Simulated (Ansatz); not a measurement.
# Direct or indirect: InP (F-43m)

```cif
data_structure
_symmetry_space_group_name_H-M 'P 1'
_symmetry_Int_Tables_number 1
_cell_length_a 4.1444
_cell_length_b 4.1444
_cell_length_c 4.1444
_cell_angle_alpha 60.000
_cell_angle_beta 60.000
_cell_angle_gamma 60.000
_cell_volume 50.33
loop_
_atom_site_label
_atom_site_type_symbol
_atom_site_fract_x
_atom_site_fract_y
_atom_site_fract_z
_atom_site_occupancy
In1 In 0.00000 0.00000 0.00000 1
P1 P 0.75000 0.75000 0.75000 1
```

Method: Ansatz, PBE, independent particles, without spin-orbit coupling, line width 0.1 eV (Gaussian). The band structure gives a fundamental gap of 0.71 eV. The spectrum of vertical transitions near the edge:

| E (eV) | Im ε, E ∥ xyz |
| --- | --- |
| 0.24 | 0.00 |
| 0.36 | 0.00 |
| 0.48 | 0.00 |
| 0.60 | 0.03 |
| 0.72 | 0.38 |
| 0.84 | 0.94 |
| 0.96 | 1.25 |
| 1.08 | 1.45 |
| 1.20 | 1.61 |
| 1.32 | 1.77 |
| 1.44 | 1.92 |
| 1.56 | 2.07 |
| 1.68 | 2.28 |
| 1.80 | 2.52 |
| 1.92 | 2.85 |
| 2.04 | 3.32 |

**Question.** Is the gap direct or indirect, and about where do vertical transitions set in?

**Answer.** Direct: the band path has its least direct gap at the fundamental one, 0.71 eV, and the curves rise from there. Lines are broadened by 0.1 eV, which spreads the edge.

[Logs are printed without paths, hosts, clocks, repeated set-up lines and the standing remarks that a program may print on its own settings, such as how far it seeks lower states.]
